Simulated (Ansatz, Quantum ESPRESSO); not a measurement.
# From contact to tunnelling: vacuum gaps between two Li(110) faces, part 2 of 5

Aim: how the conductance falls as the barrier grows, for vacuum gaps between two Li(110) faces.

Quantum ESPRESSO 7.5; plane-wave DFT, PBEsol, GBRV ultrasoft pseudopotentials; cross-check by Ansatz 0.2.0 with PAW datasets.

So far. Step 2 (SCF with pw.x, 4 Å): The run needed 41 iterations to bring the estimated error under 1e-07 Ry; the largest force on any atom, held or free, is 0.14 eV/Å.

## 3. The open system, 4 Å

Level of this step: transmission by pwcond, lead and junction from one cell; plane-wave DFT, PBEsol, GBRV ultrasoft pseudopotentials (Quantum ESPRESSO).

prefixt takes both regions from one run: the lead from 0 to bdl, the scattering region from bdl to bds (units of alat). ikind = 1 puts the same lead on both sides. The program's T_tot counts both spins in a run without spin; the tables below give T per spin.

File j0.cond.in:

```
&inputcond
  outdir = './out'
  prefixt = 'j0.scf'
  tran_file = 'j0.cond.dat'
  bdl = 1.4142135610
  bds = 8.9409652907
  ikind = 1
  ewind = 4.0
  epsproj = 1e-05
  nz1 = 7
  energy0 = 0.4
  denergy = -0.4
/
21
  0.00000000 0.00000000 0.01562500
  0.00000000 0.12500000 0.03125000
  0.00000000 0.25000000 0.03125000
  0.00000000 0.37500000 0.03125000
  0.00000000 0.50000000 0.01562500
  0.12500000 0.00000000 0.06250000
  0.12500000 0.25000000 0.06250000
  0.12500000 0.37500000 0.06250000
  0.12500000 0.50000000 0.06250000
  0.25000000 0.00000000 0.06250000
  0.25000000 0.12500000 0.03125000
  0.25000000 0.37500000 0.06250000
  0.25000000 0.50000000 0.06250000
  0.25000000 0.62500000 0.03125000
  0.37500000 0.00000000 0.06250000
  0.37500000 0.12500000 0.06250000
  0.37500000 0.50000000 0.06250000
  0.37500000 0.62500000 0.06250000
  0.50000000 0.00000000 0.03125000
  0.50000000 0.12500000 0.06250000
  0.50000000 0.25000000 0.03125000
3
```

Launch:

```bash
$ OMP_NUM_THREADS=1 mpirun -n 2 pwcond.x -in j0.cond.in > j0.cond.out
```

Log:

```text
[banner, memory and clock lines left out]
Program PWCOND v.7.5 starts

          URL

     ./out/j0.scf.save/

     IMPORTANT: XC functional enforced from input :
     Exchange-correlation= PBESOL
                           (   1   4  10   8   0   0   0)
     Any further DFT definition will be discarded
     Please, verify this is what you really want

     Reading collected, re-writing distributed wavefunctions

===== INPUT FILE containing all the regions =====

     GEOMETRY:

     lattice parameter (alat)  =       6.5007  a.u.
     the volume                =    1736.7661 (a.u.)^3
     the cross section         =      29.8813 (a.u.)^2
     l of the unit cell        =       8.9410 (alat)
     number of atoms/cell      =           12
     number of atomic types    =            1

     crystal axes: (cart. coord. in units of alat)
               a(1) = (  1.0000  0.0000  0.0000 )
               a(2) = (  0.5000  0.7071  0.0000 )
               a(3) = (  0.0000  0.0000  8.9410 )

   Cartesian axes

     site n.     atom                  positions (alat units)
          1        Li     tau(  1)=(  0.0000  0.0000  8.9410  )
          2        Li     tau(  2)=(  0.5000  0.0000  0.7071  )
          3        Li     tau(  3)=(  0.0000  0.0000  1.4142  )
          4        Li     tau(  4)=(  0.5000  0.0000  2.1213  )
          5        Li     tau(  5)=(  0.0000  0.0000  2.8284  )
          6        Li     tau(  6)=(  0.5000  0.0000  3.5355  )
          7        Li     tau(  7)=(  0.0000  0.0000  4.6983  )
          8        Li     tau(  8)=(  0.5000  0.0000  5.4054  )
          9        Li     tau(  9)=(  0.0000  0.0000  6.1125  )
         10        Li     tau( 10)=(  0.5000  0.0000  6.8196  )
         11        Li     tau( 11)=(  0.0000  0.0000  7.5268  )
         12        Li     tau( 12)=(  0.5000  0.0000  8.2339  )

     nr1s                      =           27
     nr2s                      =           24
     nr3s                      =          240
     nr1sx                     =           27
     nr2sx                     =           24
     nr3sx                     =          240
     nr1                       =           30
     nr2                       =           25
     nr3                       =          270
     nr1x                      =           30
     nr2x                      =           25
     nr3x                      =          270

 _______________________________
  Radii of nonlocal spheres:

     type       ibeta     ang. mom.          radius (alat units)
       Li         1         0                    0.3102
       Li         2         0                    0.3102
       Li         3         0                    0.3102
       Li         4         1                    0.3102
       Li         5         1                    0.3102
----- General information -----

--- T calc. with identical leads (ikind=1) ---

     nrx                       =           27
     nry                       =           24
     nz1                       =            7

     energy0               =         4.0E-01
     denergy               =        -4.0E-01
     nenergy               =          3
     ecut2d                =         4.0E+01
     ewind                 =         4.0E+00
     epsproj               =         1.0E-05

     number of k_|| points=   21
                       cryst. coord.
        k(    1) = (   0.0000000   0.0000000), wk =   0.0156250
        k(    2) = (   0.0000000   0.1250000), wk =   0.0312500
        k(    3) = (   0.0000000   0.2500000), wk =   0.0312500
        k(    4) = (   0.0000000   0.3750000), wk =   0.0312500
        k(    5) = (   0.0000000   0.5000000), wk =   0.0156250
        k(    6) = (   0.1250000   0.0000000), wk =   0.0625000
        k(    7) = (   0.1250000   0.2500000), wk =   0.0625000
        k(    8) = (   0.1250000   0.3750000), wk =   0.0625000
        k(    9) = (   0.1250000   0.5000000), wk =   0.0625000
        k(   10) = (   0.2500000   0.0000000), wk =   0.0625000
        k(   11) = (   0.2500000   0.1250000), wk =   0.0312500
        k(   12) = (   0.2500000   0.3750000), wk =   0.0625000
        k(   13) = (   0.2500000   0.5000000), wk =   0.0625000
        k(   14) = (   0.2500000   0.6250000), wk =   0.0312500
        k(   15) = (   0.3750000   0.0000000), wk =   0.0625000
        k(   16) = (   0.3750000   0.1250000), wk =   0.0625000
        k(   17) = (   0.3750000   0.5000000), wk =   0.0625000
        k(   18) = (   0.3750000   0.6250000), wk =   0.0625000
        k(   19) = (   0.5000000   0.0000000), wk =   0.0312500
        k(   20) = (   0.5000000   0.1250000), wk =   0.0625000
        k(   21) = (   0.5000000   0.2500000), wk =   0.0312500
----- Information about left/right lead -----

     nocros                   =            9
     noins                    =            9
     norb                     =           27
     norbf                    =           99
     nrz                      =           38

      iorb      type   ibeta   ang. mom.   m       position (alat)
        1        1       1        0        1   taunew(   1)=(  0.0000  0.0000  0.0000)
        2        1       2        0        1   taunew(   2)=(  0.0000  0.0000  0.0000)
        3        1       3        0        1   taunew(   3)=(  0.0000  0.0000  0.0000)
        4        1       4        1        1   taunew(   4)=(  0.0000  0.0000  0.0000)
        5        1       4        1        2   taunew(   5)=(  0.0000  0.0000  0.0000)
        6        1       4        1        3   taunew(   6)=(  0.0000  0.0000  0.0000)
        7        1       5        1        1   taunew(   7)=(  0.0000  0.0000  0.0000)
        8        1       5        1        2   taunew(   8)=(  0.0000  0.0000  0.0000)
        9        1       5        1        3   taunew(   9)=(  0.0000  0.0000  0.0000)
       10        1       1        0        1   taunew(  10)=(  0.5000  0.0000  0.7071)
       11        1       2        0        1   taunew(  11)=(  0.5000  0.0000  0.7071)
       12        1       3        0        1   taunew(  12)=(  0.5000  0.0000  0.7071)
       13        1       4        1        1   taunew(  13)=(  0.5000  0.0000  0.7071)
       14        1       4        1        2   taunew(  14)=(  0.5000  0.0000  0.7071)
       15        1       4        1        3   taunew(  15)=(  0.5000  0.0000  0.7071)
       16        1       5        1        1   taunew(  16)=(  0.5000  0.0000  0.7071)
       17        1       5        1        2   taunew(  17)=(  0.5000  0.0000  0.7071)
       18        1       5        1        3   taunew(  18)=(  0.5000  0.0000  0.7071)
       19        1       1        0        1   taunew(  19)=(  0.0000  0.0000  1.4142)
[...]
47        1       2        0        1   taunew(  47)=(  0.5000  0.0000  3.9912)
       48        1       3        0        1   taunew(  48)=(  0.5000  0.0000  3.9912)
       49        1       4        1        1   taunew(  49)=(  0.5000  0.0000  3.9912)
       50        1       4        1        2   taunew(  50)=(  0.5000  0.0000  3.9912)
       51        1       4        1        3   taunew(  51)=(  0.5000  0.0000  3.9912)
       52        1       5        1        1   taunew(  52)=(  0.5000  0.0000  3.9912)
       53        1       5        1        2   taunew(  53)=(  0.5000  0.0000  3.9912)
       54        1       5        1        3   taunew(  54)=(  0.5000  0.0000  3.9912)
       55        1       1        0        1   taunew(  55)=(  0.0000  0.0000  4.6983)
       56        1       2        0        1   taunew(  56)=(  0.0000  0.0000  4.6983)
       57        1       3        0        1   taunew(  57)=(  0.0000  0.0000  4.6983)
       58        1       4        1        1   taunew(  58)=(  0.0000  0.0000  4.6983)
       59        1       4        1        2   taunew(  59)=(  0.0000  0.0000  4.6983)
       60        1       4        1        3   taunew(  60)=(  0.0000  0.0000  4.6983)
       61        1       5        1        1   taunew(  61)=(  0.0000  0.0000  4.6983)
       62        1       5        1        2   taunew(  62)=(  0.0000  0.0000  4.6983)
       63        1       5        1        3   taunew(  63)=(  0.0000  0.0000  4.6983)
       64        1       1        0        1   taunew(  64)=(  0.5000  0.0000  5.4054)
       65        1       2        0        1   taunew(  65)=(  0.5000  0.0000  5.4054)
       66        1       3        0        1   taunew(  66)=(  0.5000  0.0000  5.4054)
       67        1       4        1        1   taunew(  67)=(  0.5000  0.0000  5.4054)
       68        1       4        1        2   taunew(  68)=(  0.5000  0.0000  5.4054)
       69        1       4        1        3   taunew(  69)=(  0.5000  0.0000  5.4054)
       70        1       5        1        1   taunew(  70)=(  0.5000  0.0000  5.4054)
       71        1       5        1        2   taunew(  71)=(  0.5000  0.0000  5.4054)
       72        1       5        1        3   taunew(  72)=(  0.5000  0.0000  5.4054)
       73        1       1        0        1   taunew(  73)=(  0.0000  0.0000  6.1125)
       74        1       2        0        1   taunew(  74)=(  0.0000  0.0000  6.1125)
       75        1       3        0        1   taunew(  75)=(  0.0000  0.0000  6.1125)
       76        1       4        1        1   taunew(  76)=(  0.0000  0.0000  6.1125)
       77        1       4        1        2   taunew(  77)=(  0.0000  0.0000  6.1125)
       78        1       4        1        3   taunew(  78)=(  0.0000  0.0000  6.1125)
       79        1       5        1        1   taunew(  79)=(  0.0000  0.0000  6.1125)
       80        1       5        1        2   taunew(  80)=(  0.0000  0.0000  6.1125)
       81        1       5        1        3   taunew(  81)=(  0.0000  0.0000  6.1125)
       82        1       1        0        1   taunew(  82)=(  0.5000  0.0000  6.8196)
       83        1       2        0        1   taunew(  83)=(  0.5000  0.0000  6.8196)
       84        1       3        0        1   taunew(  84)=(  0.5000  0.0000  6.8196)
       85        1       4        1        1   taunew(  85)=(  0.5000  0.0000  6.8196)
       86        1       4        1        2   taunew(  86)=(  0.5000  0.0000  6.8196)
       87        1       4        1        3   taunew(  87)=(  0.5000  0.0000  6.8196)
       88        1       5        1        1   taunew(  88)=(  0.5000  0.0000  6.8196)
       89        1       5        1        2   taunew(  89)=(  0.5000  0.0000  6.8196)
       90        1       5        1        3   taunew(  90)=(  0.5000  0.0000  6.8196)
       91        1       1        0        1   taunew(  91)=(  0.0000  0.0000  7.5268)
       92        1       2        0        1   taunew(  92)=(  0.0000  0.0000  7.5268)
       93        1       3        0        1   taunew(  93)=(  0.0000  0.0000  7.5268)
       94        1       4        1        1   taunew(  94)=(  0.0000  0.0000  7.5268)
       95        1       4        1        2   taunew(  95)=(  0.0000  0.0000  7.5268)
       96        1       4        1        3   taunew(  96)=(  0.0000  0.0000  7.5268)
       97        1       5        1        1   taunew(  97)=(  0.0000  0.0000  7.5268)
       98        1       5        1        2   taunew(  98)=(  0.0000  0.0000  7.5268)
       99        1       5        1        3   taunew(  99)=(  0.0000  0.0000  7.5268)
 ngper, shell number =           95          24
 ngper, n2d =           95          48
---  E-Ef =    0.4000000  k =    0.0000000   0.0000000
---  ie =          1  ik =          1
 Nchannels of the left tip =            0
 Right moving states:
   k1(2pi/a)   k2(2pi/a)   E-Ef (eV)
 Left moving states:
   k1(2pi/a)   k2(2pi/a)   E-Ef (eV)

 to transmit
          E-Ef(ev), T =    0.4000000   0.0000000
---  E-Ef =    0.0000000  k =    0.0000000   0.0000000
---  ie =          2  ik =          1
 Nchannels of the left tip =            1
 Right moving states:
   k1(2pi/a)   k2(2pi/a)   E-Ef (eV)
  -0.0761791  -0.0000049   0.0000000
 Left moving states:
   k1(2pi/a)   k2(2pi/a)   E-Ef (eV)
   0.0761791  -0.0000049   0.0000000

 to transmit
 Band j to band i transmissions and reflections:
    j         i     |T_ij|^2    |R_ij|^2

    1 -->     1     0.44778     0.55222
   Total T_j, R_j =    0.44778  0.55222

E-Ef(ev), T(x2 spins) =    0.0000000   0.8955573
---  E-Ef =   -0.4000000  k =    0.0000000   0.0000000
---  ie =          3  ik =          1
 Nchannels of the left tip =            1
 Right moving states:
   k1(2pi/a)   k2(2pi/a)   E-Ef (eV)
  -0.1514145  -0.0000052  -0.4000000
 Left moving states:
   k1(2pi/a)   k2(2pi/a)   E-Ef (eV)
   0.1514146  -0.0000052  -0.4000000

 to transmit
 Band j to band i transmissions and reflections:
    j         i     |T_ij|^2    |R_ij|^2

    1 -->     1     0.92013     0.07987
   Total T_j, R_j =    0.92013  0.07987

E-Ef(ev), T(x2 spins) =   -0.4000000   1.8402538
 ngper, shell number =           93          50
 ngper, n2d =           93          47
[... further energies and points left out ...]
---  E-Ef =    0.4000000  k =    0.5000000   0.2500000
---  ie =          1  ik =         21
 Nchannels of the left tip =            1
 Right moving states:
   k1(2pi/a)   k2(2pi/a)   E-Ef (eV)
  -0.3987730  -0.0000035   0.4000000
 Left moving states:
   k1(2pi/a)   k2(2pi/a)   E-Ef (eV)
   0.3987730  -0.0000035   0.4000000

 to transmit
 Band j to band i transmissions and reflections:
    j         i     |T_ij|^2    |R_ij|^2

    1 -->     1     0.44165     0.55835
   Total T_j, R_j =    0.44165  0.55835

E-Ef(ev), T(x2 spins) =    0.4000000   0.8832929
---  E-Ef =    0.0000000  k =    0.5000000   0.2500000
---  ie =          2  ik =         21
 Nchannels of the left tip =            1
 Right moving states:
   k1(2pi/a)   k2(2pi/a)   E-Ef (eV)
  -0.4770401  -0.0000042   0.0000000
 Left moving states:
   k1(2pi/a)   k2(2pi/a)   E-Ef (eV)
   0.4770401  -0.0000042   0.0000000

 to transmit
 Band j to band i transmissions and reflections:
    j         i     |T_ij|^2    |R_ij|^2

    1 -->     1     0.32657     0.67343
   Total T_j, R_j =    0.32657  0.67343

E-Ef(ev), T(x2 spins) =    0.0000000   0.6531447
---  E-Ef =   -0.4000000  k =    0.5000000   0.2500000
---  ie =          3  ik =         21
 Nchannels of the left tip =            1
 Right moving states:
   k1(2pi/a)   k2(2pi/a)   E-Ef (eV)
   0.4302182  -0.0000049  -0.4000000
 Left moving states:
   k1(2pi/a)   k2(2pi/a)   E-Ef (eV)
  -0.4302182  -0.0000049  -0.4000000

 to transmit
 Band j to band i transmissions and reflections:
    j         i     |T_ij|^2    |R_ij|^2

    1 -->     1     0.25424     0.74576
   Total T_j, R_j =    0.25424  0.74576

E-Ef(ev), T(x2 spins) =   -0.4000000   0.5084861
   T_tot     0.40000      0.92722E+00
   T_tot     0.00000      0.89094E+00
   T_tot    -0.40000      0.73650E+00

Note: The following floating-point exceptions are signalling: IEEE_UNDERFLOW_FLAG
Note: The following floating-point exceptions are signalling: IEEE_UNDERFLOW_FLAG
```

It took 39 s on 2 MPI ranks of Arm Neoverse V2, shared host; peak memory 0.12 GiB; 78 s of CPU time.

Read from the output:

```
lead channels at the Fermi level, one spin : 0.9219
transmission at the Fermi level, one spin  : 0.4455
conductance                                : 0.4455 G₀
```

Per spin; mean over the k mesh across the current. The open channels, zone mean by energy, zero at the Fermi level:

| energy (eV) | open channels, zone mean |
| --- | --- |
| -0.400 | 0.734 |
| 0.000 | 0.922 |
| 0.400 | 0.922 |

Per spin; mean over the k mesh across the current. The transmission, zone mean by energy, zero at the Fermi level:

| energy (eV) | transmission, zone mean |
| --- | --- |
| -0.400 | 0.368 |
| 0.000 | 0.445 |
| 0.400 | 0.464 |

At 0.000 eV; k in fractions of b1, b2. Transmission by k point:

| k1 | k2 | weight | t | channels |
| --- | --- | --- | --- | --- |
| 0 | 0 | 0.01562 | 0.4478 | 1 |
| 0 | 0.125 | 0.03125 | 0.9308 | 1 |
| 0 | 0.25 | 0.03125 | 0.7813 | 1 |
| 0 | 0.375 | 0.03125 | 0.2445 | 1 |
| 0 | 0.5 | 0.01562 | 0 | 0 |
| 0.125 | 0 | 0.0625 | 0.8637 | 1 |
| 0.125 | 0.25 | 0.0625 | 0.9363 | 1 |
| 0.125 | 0.375 | 0.0625 | 0.4234 | 1 |
| 0.125 | 0.5 | 0.0625 | 0.01935 | 1 |
| 0.25 | 0 | 0.0625 | 0.9105 | 1 |
| 0.25 | 0.125 | 0.03125 | 0.9937 | 1 |
| 0.25 | 0.375 | 0.0625 | 0.5436 | 1 |
| 0.25 | 0.5 | 0.0625 | 0.1287 | 1 |
| 0.25 | 0.625 | 0.03125 | 0 | 0 |
| 0.375 | 0 | 0.0625 | 0.4907 | 1 |
| 0.375 | 0.125 | 0.0625 | 0.6993 | 1 |
| 0.375 | 0.5 | 0.0625 | 0.1494 | 1 |
| 0.375 | 0.625 | 0.0625 | 0 | 0 |
| 0.5 | 0 | 0.03125 | 0.02798 | 2 |
| 0.5 | 0.125 | 0.0625 | 0.1982 | 1 |
| 0.5 | 0.25 | 0.03125 | 0.3266 | 1 |

(Part 2 of 5 ends here.)

[Logs are printed without paths, hosts, clocks, repeated set-up lines and the standing remarks that a program may print on its own settings, such as how far it seeks lower states.]

[Hosts, paths, dates, database ids (printed as entryN), source tags and the programs' standing remarks are cut or masked in the printed files.]

[Maps of the electrostatic potential energy from Ansatz leave out the sawtooth potential of an applied field or a dipole correction, so their vacuum need not be flat; planar profiles and work functions include it.]
